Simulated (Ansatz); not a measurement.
# Calculated records

```json
{"subject": "Quasiparticle gap of BaTiO3 (Pm-3m)", "lattice_ang": [[4.006, 0.0, 0.0], [0.0, 4.006, 0.0], [0.0, 0.0, 4.006]], "atoms": [["Ba", 0.5, 0.5, 0.5], ["Ti", 0.0, 0.0, 0.0], ["O", 0.5, 0.0, 0.0], ["O", 0.0, 0.5, 0.0], ["O", 0.0, 0.0, 0.5]], "method": "G0W0 on HSE06, plane waves, PAW (and 1 further level or step)", "program": "Ansatz 0.2.0", "settings_of_one_run": "cutoff 930 eV, 6×6×6 k-mesh, {\"kind\": \"paw\", \"source\": \"ansatz\"}, empty bands 382, screening cutoff 190 eV, screening contour deformation, QP bands (v2, c2)", "cost": "2 runs, 3.4 min in all on 1 × NVIDIA H100 80GB HBM3 (shared by 3 runs) with 4 threads of AMD EPYC 7R13 (Zen 3), shared host (the runs of this entry)", "notes": "In doubt: masses and optical values from hybrid runs of this build are listed as unsure (in some of the runs), which bears on the screening that GW takes from such a start. The program’s warnings: metallic iterate. The cell and positions come from the Crystallography Open Database and are kept as given unless a step says otherwise. Limits: no spin-orbit coupling. The differences hold parts that these runs do not separate: finite bands, cutoffs and mesh, points of the zone that were not corrected, the start of G0W0, spin-orbit coupling missing from it, static nuclei, no electron-hole attraction, and what each experiment reads as the gap. How much each gives is not known from the steps shown. For the G0W0 step: the program’s warnings for this run: metallic iterate.", "results": {"hse06_gap_over_mesh_and_listed_points": "3.186 eV, from k = (0.500, 0.500, 0.500) to k = Γ", "g0w0_hse06_gap_over_15_of_20_irreducible_mesh_points": "3.465 eV, from k = (-0.500, -0.500, -0.500) to k = Γ", "hse06_soc_gap_over_mesh_and_listed_points": "3.167 eV", "gw_settings": "6×6×6 mesh, 382 empty bands, screening to 190 eV, hard PAW files", "known_limits": "finite bands, screening cutoff and k mesh; no spin-orbit coupling in G0W0"}}
```

[Paths, hosts, dates, memory and timing lines, banners, echoed tables and standing remarks are left out of the program output.]

[Logs are printed without paths, hosts, clocks, repeated set-up lines and the standing remarks that a program may print on its own settings, such as how far it seeks lower states.]

[Runs of the session that timed out or met a known fault of the program may be left out.]

[Cells called generated may have been cut or substituted from an entry of the Crystallography Open Database or the Materials Project.]

[Hosts, paths, dates, database ids (printed as entryN), source tags and the programs' standing remarks are cut or masked in the printed files.]
